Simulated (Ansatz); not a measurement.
# Li on Pd(111): change of the work function, part 3 of 3

Wanted: Δφ(θ) for Li/Pd(111), starting from the hcp site.

Ansatz 0.2.0; plane-wave DFT, LDA, Ansatz PAW.

So far, work function, upper face (eV): step 2 (the clean slab) 5.63; step 6 (adsorbate added, k-mesh 12×12×1, coverage 1 ML) 3.47; step 8 (the slab at 0.25 ML, atoms frozen) 2.90; step 9 (the substrate of the 0.25 ML cell alone) 5.63; step 10 (the adsorbate layer of the 0.25 ML cell alone) 3.06.

## 11. Where the charge went at 0.25 ML (continued)

Planar mean, whole system less its parts. Electrons moved below z against z:

```
z (Å)  electrons moved below z (e/Å²)
    5                          4.5e-7
    6                          4.1e-6
    7                          2.4e-5
    8                          2.6e-5
    9                         -3.2e-6
   10                         -9.5e-5
   11                          9.7e-5
   12                          1.1e-5
   13                          4.6e-5
   14                          5.2e-4
   15                        -0.00144
   16                        -0.00426
   17                         0.00747
   18                         0.00883
   19                         0.00332
   20                          7.7e-4
   21                          1.4e-4
   22                          2.1e-5
   23                          2.8e-6
   24                          1.0e-7
```

## 12. Varying the input

This step: plane-wave DFT, LDA, Ansatz PAW (Ansatz 0.2.0).

System of this step: Li/Pd(111). The cell holds 5 atoms: 4 Pd and 1 Li. Cell: a = 2.751 Å, b = 2.751 Å, c = 26.912 Å, α = 90.0°, β = 90.0°, γ = 60.0°. Vacuum lies along c.

An input spoilt on purpose, to show how the run answers: it repeats the earlier run at 1 ML with efield.amplitude to 0 and efield.dipole_correction from true to false, and scf.max_iter set to 60.

input.yaml

```yaml
crystal:
  lattice:
    - [2.7506453788, 0.0, 0.0]
    - [1.3753226894, 2.3821287749, 0.0]
    - [0.0, 0.0, 26.9115317527]
  atoms:
    - { symbol: Pd, position: [0.0, 0.0, 0.3344291244] }
    - { symbol: Pd, position: [0.3333333333, 0.3333333333, 0.4178837775] }
    - { symbol: Pd, position: [0.6666666667, 0.6666666667, 0.4984841747] }
    - { symbol: Pd, position: [0.0, 0.0, 0.5797220388] }
    - { symbol: Li, position: [0.6666666667, 0.6666666667, 0.6655708756] }
kpoints:
  mp_grid: { grid: [12, 12, 1] }
hamiltonian:
  xc: lda
scf:
  occupations: { method: fermi_dirac, width: 0.1 }
  convergence: { dr2_threshold: 1.0e-08 }
  max_iter: 60
efield:
  axis: 3
  dipole_correction: false
  ramp_position: 0.97
  ramp_width: 0.06
  amplitude: 0
relax:
  f_tol: 0.02
  max_steps: 60
  constraints: [{ sites: [0, 1] }]
output:
  bader: true
  write_potential: true
  write_density: true
  volumetric_format: npy
```

On the command line:

```sh
> ansatz run input.yaml --threads 4 --pin off --max-ram 12288MiB --backend cpu --events-out ev --progress --plain --runs-dir out
```

It took 0.03 s on 4 threads of Arm Neoverse V1, shared host; peak memory 0.031 GiB.

The program refused the input before any cycle.

The program's message: “Error: invalid value for `efield.amplitude`: is zero with dipole_correction: false — the section would apply nothing; set a non-zero amplitude, enable dipole_correction, or remove the block”

The fault put into the input: a field block that applies nothing.

## 13. A changed input: relax.max_displacement = 0.5

System of this step: Pd(111). The cell holds 4 atoms: 4 Pd. Its edges and angles: a = 2.751 Å, b = 2.751 Å, c = 24.738 Å, α = 90.0°, β = 90.0°, γ = 60.0°. Vacuum lies along c.

Another changed input: it repeats the earlier run at 0 ML with relax.max_displacement to 0.5.

input.yaml

```yaml
crystal:
  lattice:
    - [2.7506453788, 0.0, 0.0]
    - [1.3753226894, 2.3821287749, 0.0]
    - [0.0, 0.0, 24.7376776414]
  atoms:
    - { symbol: Pd, position: [0.0, 0.0, 0.3638174986] }
    - { symbol: Pd, position: [0.3333333333, 0.3333333333, 0.4546058329] }
    - { symbol: Pd, position: [0.6666666667, 0.6666666667, 0.5453941671] }
    - { symbol: Pd, position: [0.0, 0.0, 0.6361825014] }
kpoints:
  mp_grid: { grid: [12, 12, 1] }
hamiltonian:
  xc: lda
scf:
  occupations: { method: fermi_dirac, width: 0.1 }
  convergence: { dr2_threshold: 1.0e-08 }
efield:
  axis: 3
  dipole_correction: true
  ramp_position: 0.97
  ramp_width: 0.06
relax:
  f_tol: 0.02
  max_steps: 60
  constraints: [{ sites: [0, 1] }]
  max_displacement: 0.5
output:
  write_potential: true
  write_density: true
  volumetric_format: npy
```

Elapsed: 13 s, on 4 threads; peak memory 0.47 GiB; 48 s of CPU time.

The steps of the relaxation:

```
step  energy less that of the first step (eV)  largest force component (eV/Å)
   1                                   0.0000                          0.3277
   2                                  -0.0198                          0.1948
   3                                  -0.0255                          0.0089
```

Forces are held to the 6 operations that the run works with; a distortion that breaks them can't arise in this run.

The atoms that moved most (Å):

```
atom     dx     dy      dz  length
 Pd4  0.000  0.000  -0.136   0.136
 Pd3  0.000  0.000  -0.077   0.077
```

Final coordinates:

```
Pd
1.0
     2.75065    0.00000    0.00000
     1.37532    2.38213    0.00000
     0.00000    0.00000   24.73768
Pd
4
Direct
  0.00000 0.00000 0.36382
  0.33333 0.33333 0.45461
  0.66667 0.66667 0.54229
  0.00000 0.00000 0.63067
```

Numbers from this step:

* energy at zero smearing: -27376.7477 eV
* work function, upper face: 5.628 eV
* work function, lower face: 5.649 eV
* dipole along the normal: 7.55e-4 e·Å
* step between the vacuum levels: -0.02085 eV

```
                      quantity  this run  earlier run  difference
work function, upper face (eV)     5.628        5.628           0
work function, lower face (eV)     5.649        5.649           0
 dipole along the normal (e·Å)   7.55e-4      7.55e-4           0
```

Nothing in the table moves by 0.01 in its unit (for the dipole 0.5 % and 5e-5 e·Å).

## 14. Results

```
work function of the clean face                                                           : 5.63 eV
work function at 0.11 ML                                                                  : 4.11 eV
work function at 0.25 ML                                                                  : 2.90 eV
work function at 0.5 ML                                                                   : 2.51 eV
work function at 1 ML                                                                     : 3.47 eV
dipole per adsorbate at 0.11 ML, positive end outwards                                    : 2.38 D
step of the potential from the moved charge at 0.25 ML, upper less lower side, atoms held : -2.75 eV
```

**Reading.** Li lowers the work function of Pd(111) at the lowest coverage, by 1.51 eV: the adsorbate layer has its positive end outwards. The dipole per adsorbate falls from 2.38 to 0.37 D as the layer fills. Neighbouring dipoles depolarise each other, and heights and bonding change with coverage too. The work function passes a minimum near 0.5 ML among the coverages run and rises again. The slab has 4 layers, at the tabulated experimental lattice constant, one starting site was run, and quantum-size effects of a slab this thin can reach one or two tenths of an eV.

[Logs are printed without paths, hosts, clocks, repeated set-up lines and the standing remarks that a program may print on its own settings, such as how far it seeks lower states.]

[Hosts, paths, dates, database ids (printed as entryN), source tags and the programs' standing remarks are cut or masked in the printed files.]

[Maps of the electrostatic potential energy from Ansatz leave out the sawtooth potential of an applied field or a dipole correction, so their vacuum need not be flat; planar profiles and work functions include it.]
